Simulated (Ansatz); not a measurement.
**Ru(0001) with 2 thermally displaced layers, 2x2: scattering by thermal displacements**

How much do lattice vibrations at 273 K scatter the electrons of Ru? Layers with random displacements are laid between perfect leads, and the resistance is followed against their length. The measured value for the pure metal at this temperature is 7.1 µΩ cm (CRC Handbook of Chemistry and Physics, 84th ed., 2003, Electrical Resistivity of Pure Metals).

Program: Ansatz 0.2.0. Level of theory: Ansatz plane-wave DFT, PBE, PAW files; ballistic transport by layer matching (Landauer), zero bias; PAW set soft_1. Results are calculated unless marked as measured.

This is a report of a sequence of runs, with most program output left out.

## (1) The structure

The cell holds 48 atoms: 48 Ru. Cell: a = 5.412 Å, b = 5.412 Å, c = 25.691 Å, α = 90.0°, β = 90.0°, γ = 120.0°. It derives from Ru. Regions: lead, 40 atoms (40 Ru); scattering region, 8 atoms (8 Ru). The structure is stacked along c, and the current runs across the ab planes.

## (2) With 2 displaced layers

Each atom of 2 layers is moved at random, by amounts drawn from a normal law 0.0351 Å wide in each direction from the Debye model (600 K) at 273 K. The layers about the cell's end stay perfect and serve as the lead. Disorder leaves little or no symmetry, which makes such runs dear. Energies from -0.05 to 0.05 eV in steps of 0.05 eV are too few for the program's thermal sum, so it prints no conductance; for a metal the transmission near the Fermi level serves, at a fraction of the cost.

Input file input.yaml:

```yaml
crystal:
  lattice:
    - [5.4116, 0.0, 0.0]
    - [-2.7058, 4.6865830751, 0.0]
    - [0.0, 0.0, 25.6914]
  atoms:
    - { symbol: Ru, position: [0.1666666667, 0.3333333333, 0.0416666667] }
    - { symbol: Ru, position: [0.1666666667, 0.8333333333, 0.0416666667] }
    - { symbol: Ru, position: [0.6666666667, 0.3333333333, 0.0416666667] }
    - { symbol: Ru, position: [0.6666666667, 0.8333333333, 0.0416666667] }
    - { symbol: Ru, position: [0.3333333333, 0.1666666667, 0.125] }
    - { symbol: Ru, position: [0.3333333333, 0.6666666667, 0.125] }
    - { symbol: Ru, position: [0.8333333333, 0.1666666667, 0.125] }
    - { symbol: Ru, position: [0.8333333333, 0.6666666667, 0.125] }
[... 36 atom lines left out ...]
    - { symbol: Ru, position: [0.3333333333, 0.1666666667, 0.9583333333] }
    - { symbol: Ru, position: [0.3333333333, 0.6666666667, 0.9583333333] }
    - { symbol: Ru, position: [0.8333333333, 0.1666666667, 0.9583333333] }
    - { symbol: Ru, position: [0.8333333333, 0.6666666667, 0.9583333333] }
kpoints:
  mp_grid: { grid: [5, 5, 1] }
hamiltonian:
  xc: pbe
  pseudopotentials: { kind: paw, azcp: { folder: soft_1 } }
scf:
  occupations: { method: fermi_dirac, width: 0.1 }
output:
  transmission:
    leads: [[0, 8]]
    kmesh: [10, 10]
    e_range: [-0.05, 0.05]
    de: 0.05
  write_potential: true
  write_density: true
  volumetric_format: npy
  elf: true
```

Launch:

```sh
$ ansatz run input.yaml --threads 4 --pin off --max-ram 15360MiB --backend cpu --events-out ev --progress --plain --runs-dir out
```

The job ended after 10 min (4 threads of Arm Neoverse V1, shared host; peak memory 6.4 GiB).

Numbers from this step:

```
free energy                                    : -282179.2092 eV
energy at zero smearing                        : -282178.4465 eV
Fermi energy                                   : 23.34 eV
cell area                                      : 25.36 Å²
transmission per spin nearest the Fermi level  : 4.821
open channels per spin nearest the Fermi level : 4.94
step of the lead's potential                   : 2.4 meV
```

Per spin. Transmission, zone mean against energy, zero at the Fermi level:

```csv
energy (eV),"transmission, zone mean"
-0.0500,5.05
0.0000,4.82
0.0500,5.39
```

Per spin. Open channels, zone mean, lead against energy, zero at the Fermi level:

```csv
energy (eV),"open channels, zone mean, lead"
-0.0500,5.16
0.0000,4.94
0.0500,5.64
```

Transmission over k1 and k2. At 0.0000 eV from the Fermi level.

Values, 10 rows by 10 columns:
```
 2.0  3.9  4.9  4.7  4.8  3.9  2.0  2.8  2.0  2.7
 3.0  4.7  5.0  5.0  5.0  4.9  4.7  3.0  2.0  2.0
 3.0  4.6  5.0  6.9  8.9  6.8  4.9  4.5  3.0  2.8
 2.0  4.8  4.9  8.9 11.9 11.9  8.9  4.9  4.7  2.9
 5.8  3.7  4.9  6.8 11.9 11.9 11.9  6.8  4.9  3.7
 2.0  2.9  4.7  4.9  8.9 11.9 11.9  8.9  4.9  4.8
 3.0  2.8  3.0  4.5  4.9  6.8  8.9  6.9  5.0  4.6
 3.0  2.0  2.0  3.0  4.7  4.9  5.0  5.0  5.0  4.7
 2.0  2.7  2.0  2.8  2.0  3.9  4.8  4.7  4.9  3.9
 5.7  2.0  3.0  3.0  2.0  5.8  2.0  3.0  3.0  2.0
```
Columns: k1 (b1) from -0.5 to 0.4; rows upwards: k2 (b2) from -0.5 to 0.4.

Open channels over k1 and k2. At 0.0000 eV from the Fermi level.

Ten even steps from '_' (2.0) to '@' (12.0):
```
__::------::__..__..
..------------..____
..----++##++----....
__----##@@@@##----..
==::--++@@@@@@++--::
__..----##@@@@##----
......----++##++----
..____..------------
__..__..__::------::
==__....__==__....__
```
Columns: k1 (b1) from -0.5 to 0.4; rows upwards: k2 (b2) from -0.5 to 0.4.

Electrostatic potential energy in the ca plane at fractional y = 0.157, with atoms of Ru within 0.2 Å of it. With pseudopotentials it is smooth inside the atoms' cores, unlike the true potential.

Ten even steps from '0' (-71 eV) to '9' (24 eV), each cell a mean:
```
99999864479999999854589999999854589999999744
99999720048999999610159999999510169999998400
99999610048999999510049999999500169999998400
99999842369999999732379999999732479999999632
98899987899988899987899988899987899988899987
87789999999987799999999987799999999976899999
87899998999987899998999988899998999987899998
99999864479999999854579999999854589999999744
99999720048999999620159999999510169999998400
99999610048999999610048999999500169999998400
99999842369999999842379999999732479999999632
98899987899988899987899988899987899988899987
87789999999986799999999977899999999976899999
87899998999987899998999987899998999987899998
```
Columns run along c (16.0 Å, from fractional 0.19 to 0.81 of the cell; values clipped at the 3rd and 97th percentile), rows up along a (5.4 Å). Atoms in or near the plane, at fractional coordinates: Ru at (0.29, 0.33), Ru at (0.29, 0.83), Ru at (0.46, 0.34), Ru at (0.46, 0.82), Ru at (0.62, 0.33), Ru at (0.62, 0.83), Ru at (0.79, 0.33), Ru at (0.79, 0.83).

Valence density in the ca plane at fractional y = 0.157, with atoms of Ru within 0.2 Å of it. It is the smooth field of the valence electrons, not physical close to the nuclei.

Ten even steps from '0' (0 e/Å³) to '9' (11 e/Å³), each cell a mean:
```
00000013200000000013200000000023200000000023
00000158720000000158620000000268610000000278
00000159830000000169720000000279610000000389
00000024410000000035310000000134300000000144
00000000000000000000000000000000000000000000
01000000000001000000000001000000000001000000
00000000000000000000000000000000000000000000
00000013200000000013200000000023200000000023
00000158720000000158620000000268610000000278
00000159830000000169720000000279610000000389
00000024410000000024310000000134300000000144
00000000000000000000000000000000000000000000
01000000000001000000000001000000000001000000
00000000000000000000000000000000000000000000
```
Columns run along c (16.0 Å, from fractional 0.19 to 0.81 of the cell), rows up along a (5.4 Å). Atoms in or near the plane, at fractional coordinates: Ru at (0.29, 0.33), Ru at (0.29, 0.83), Ru at (0.46, 0.34), Ru at (0.46, 0.82), Ru at (0.62, 0.33), Ru at (0.62, 0.83), Ru at (0.79, 0.33), Ru at (0.79, 0.83).

ELF in the ca plane at fractional y = 0.157, with atoms of Ru within 0.2 Å of it. It is the smooth field of the valence electrons, not physical close to the nuclei.

Ten even steps from '0' (0.22) to '9' (0.60), each cell a mean:
```
10011158731200011268621101011278621100011378
21121399971221220599961211221699951221221799
21221498981221220697970221221698950221211798
11111279951210121389941210121489831210121599
12211013211112201023201012101023201022111123
14410111111024300111111024201111110034201111
13201111101013201112101013201011111023101011
10011158731200011168731111121278621100011378
21121399971221220499970221221699951221221799
21221498981221220598971221221698950221211798
11111279951210121279841210121489831210121599
12211013211112201013201112111023201022111123
14410111111024300111121034201111110034201111
13201111101013201111111023201011111023101011
```
Columns run along c (16.0 Å, from fractional 0.19 to 0.81 of the cell), rows up along a (5.4 Å). Atoms in or near the plane, at fractional coordinates: Ru at (0.29, 0.33), Ru at (0.29, 0.83), Ru at (0.46, 0.34), Ru at (0.46, 0.82), Ru at (0.62, 0.33), Ru at (0.62, 0.83), Ru at (0.79, 0.33), Ru at (0.79, 0.83).

Over the solved energies the transmission per spin lies between 4.82 and 5.39, out of 5.25 channels of the lead on average (up to 5.64).

## (3) With 6 displaced layers

Each atom of 6 layers is moved at random, by amounts drawn from a normal law 0.0351 Å wide in each direction from the Debye model (600 K) at 273 K. A fresh draw is used; the growth of the resistance with length is what counts.

System of this step: Ru(0001) with 6 thermally displaced layers, 2x2. The cell holds 64 atoms: 64 Ru. Its edges and angles: a = 5.412 Å, b = 5.412 Å, c = 34.255 Å, α = 90.0°, β = 90.0°, γ = 120.0°. It derives from Ru. Regions: lead, 40 atoms (40 Ru); scattering region, 24 atoms (24 Ru). The structure is stacked along c, and the current runs across the ab planes.

Input file input.yaml:

```yaml
crystal:
  lattice:
    - [5.4116, 0.0, 0.0]
    - [-2.7058, 4.6865830751, 0.0]
    - [0.0, 0.0, 34.2552]
  atoms:
    - { symbol: Ru, position: [0.1666666667, 0.3333333333, 0.03125] }
    - { symbol: Ru, position: [0.1666666667, 0.8333333333, 0.03125] }
    - { symbol: Ru, position: [0.6666666667, 0.3333333333, 0.03125] }
    - { symbol: Ru, position: [0.6666666667, 0.8333333333, 0.03125] }
    - { symbol: Ru, position: [0.3333333333, 0.1666666667, 0.09375] }
    - { symbol: Ru, position: [0.3333333333, 0.6666666667, 0.09375] }
    - { symbol: Ru, position: [0.8333333333, 0.1666666667, 0.09375] }
    - { symbol: Ru, position: [0.8333333333, 0.6666666667, 0.09375] }
[... 52 atom lines left out ...]
    - { symbol: Ru, position: [0.3333333333, 0.1666666667, 0.96875] }
    - { symbol: Ru, position: [0.3333333333, 0.6666666667, 0.96875] }
    - { symbol: Ru, position: [0.8333333333, 0.1666666667, 0.96875] }
    - { symbol: Ru, position: [0.8333333333, 0.6666666667, 0.96875] }
kpoints:
  mp_grid: { grid: [5, 5, 1] }
hamiltonian:
  xc: pbe
  pseudopotentials: { kind: paw, azcp: { folder: soft_1 } }
scf:
  occupations: { method: fermi_dirac, width: 0.1 }
output:
  transmission:
    leads: [[0, 8]]
    kmesh: [10, 10]
    e_range: [-0.05, 0.05]
    de: 0.05
  write_potential: true
  write_density: true
  volumetric_format: npy
```

Elapsed: 18 min, on 4 threads; peak memory 10 GiB; 65 min of CPU time.

Numbers from this step:

```
free energy                                    : -376238.6980 eV
energy at zero smearing                        : -376237.6585 eV
Fermi energy                                   : 23.37 eV
transmission per spin nearest the Fermi level  : 4.755
open channels per spin nearest the Fermi level : 5.28
step of the lead's potential                   : 1.3 meV
```

Per spin. Transmission, zone mean against energy, zero at the Fermi level:

```csv
energy (eV),"transmission, zone mean"
-0.0500,4.77
0.0000,4.76
0.0500,5.08
```

Over the solved energies the transmission per spin lies between 4.76 and 5.08, out of 5.5 channels of the lead on average (up to 6.06).

## (4) With 10 displaced layers

Each atom of 10 layers is moved at random, by amounts drawn from a normal law 0.0351 Å wide in each direction from the Debye model (600 K) at 273 K. A fresh draw is used; the growth of the resistance with length is what counts.

System of this step: Ru(0001) with 10 thermally displaced layers, 2x2. The cell holds 80 atoms: 80 Ru. Cell: a = 5.412 Å, b = 5.412 Å, c = 42.819 Å, α = 90.0°, β = 90.0°, γ = 120.0°. It derives from Ru. Regions: lead, 40 atoms (40 Ru); scattering region, 40 atoms (40 Ru). The structure is stacked along c, and the current runs across the ab planes.

Input file input.yaml:

```yaml
crystal:
  lattice:
    - [5.4116, 0.0, 0.0]
    - [-2.7058, 4.6865830751, 0.0]
    - [0.0, 0.0, 42.819]
  atoms:
    - { symbol: Ru, position: [0.1666666667, 0.3333333333, 0.025] }
    - { symbol: Ru, position: [0.1666666667, 0.8333333333, 0.025] }
    - { symbol: Ru, position: [0.6666666667, 0.3333333333, 0.025] }
    - { symbol: Ru, position: [0.6666666667, 0.8333333333, 0.025] }
    - { symbol: Ru, position: [0.3333333333, 0.1666666667, 0.075] }
    - { symbol: Ru, position: [0.3333333333, 0.6666666667, 0.075] }
    - { symbol: Ru, position: [0.8333333333, 0.1666666667, 0.075] }
    - { symbol: Ru, position: [0.8333333333, 0.6666666667, 0.075] }
[... 68 atom lines left out ...]
    - { symbol: Ru, position: [0.3333333333, 0.1666666667, 0.975] }
    - { symbol: Ru, position: [0.3333333333, 0.6666666667, 0.975] }
    - { symbol: Ru, position: [0.8333333333, 0.1666666667, 0.975] }
    - { symbol: Ru, position: [0.8333333333, 0.6666666667, 0.975] }
kpoints:
  mp_grid: { grid: [5, 5, 1] }
hamiltonian:
  xc: pbe
  pseudopotentials: { kind: paw, azcp: { folder: soft_1 } }
scf:
  occupations: { method: fermi_dirac, width: 0.1 }
output:
  transmission:
    leads: [[0, 8]]
    kmesh: [10, 10]
    e_range: [-0.05, 0.05]
    de: 0.05
  write_potential: true
  write_density: true
  volumetric_format: npy
```

Run time: 29 min. Hardware: 4 threads; peak memory 8.4 GiB; 1.8 h of CPU time.

Numbers from this step:

```yaml
free_energy: -470298.0898 eV
energy_at_zero_smearing: -470296.8122 eV
fermi_energy: 23.36 eV
transmission_per_spin_nearest_the_fermi_level: 4.397
step_of_the_lead_s_potential: 0.8 meV
```

Per spin. Transmission, zone mean against energy, zero at the Fermi level:

```csv
energy (eV),"transmission, zone mean"
-0.0500,4.44
0.0000,4.40
0.0500,4.58
```

Over the solved energies the transmission per spin lies between 4.40 and 4.58, out of 5.44 channels of the lead on average (up to 5.88).

## (5) Resistance against length

This step: Ansatz plane-wave DFT, PBE, PAW files; ballistic transport by layer matching (Landauer), zero bias; resistivity from the slope of the area resistance; PAW set soft_1 (Ansatz 0.2.0).

This step gave:

```
resistivity           : 6.451 µΩ cm
intercept             : -0.007356 fΩ m²
scatter about the fit : 1.00e-3 fΩ m²
```

Resistance, by row:

```csv
run,length (Å),T,channels N,RA (fΩ m²)
n2,4.282,5.087,5.247,0.01956
n6,12.85,4.87,5.5,0.07693
n10,21.41,4.473,5.44,0.1301
```

Area resistance against length of the displaced region:

```csv
length of the displaced region (Å),area resistance (fΩ m²)
4.28,0.0196
12.85,0.0769
21.41,0.130
```

The area resistance goes from 0.020 to 0.13 fΩ m² between 4.3 and 21.4 Å, a slope of 6.5 µΩ cm.

By hand from the end points: (0.1301 − 0.01956) fΩ m² / (21.41 − 4.28) Å = 6.5 µΩ cm, since 1 fΩ m² per Å is 1000 µΩ cm.

## (6) Outcome

| Quantity | Value |
| --- | --- |
| resistivity from the slope | 6.45 µΩ cm |
| area resistance over 4.28 Å | 0.0196 fΩ m² |
| area resistance over 12.8 Å | 0.0769 fΩ m² |
| area resistance over 21.4 Å | 0.130 fΩ m² |

**Reading.** The slope gives 6.5 µΩ cm. The points scatter by 1.0e-3 fΩ m² about the line, with one random draw a length in a 2x2 cell, so the slope is a rough value. The mean square of the displacements drawn is 0.84, 0.86 and 0.90 of the nominal one at the three lengths; with each resistance scaled back by that, the slope is 7.1 µΩ cm, the value used below. The lead's own channel count moves between the runs (5.25, 5.5 and 5.44), which shifts RA and the slope too. The current runs along the hexagonal axis, while the measured value below is not for that direction. Read with a model of isotropic scattering on a spherical Fermi surface and the lead's 1.6×10¹⁵ S/m², this slope means a mean free path near 75 Å; over these lengths the model's slope is 1.14 times its bulk resistivity, which would be 6.2 µΩ cm. Uncorrelated displacements put too much weight on short waves, which scatter strongly; with the sideways repeat of a small cell, one draw and three short lengths, the method is good to a factor of two or three. The measured value is 7.1 µΩ cm (CRC Handbook of Chemistry and Physics, 84th ed., 2003, Electrical Resistivity of Pure Metals); the scaled slope is 1.00 times that and the corrected value 0.88: fair for so small a cell.

[Logs are printed without paths, hosts, clocks, repeated set-up lines and the standing remarks that a program may print on its own settings, such as how far it seeks lower states.]

[Hosts, paths, dates, database ids (printed as entryN), source tags and the programs' standing remarks are cut or masked in the printed files.]
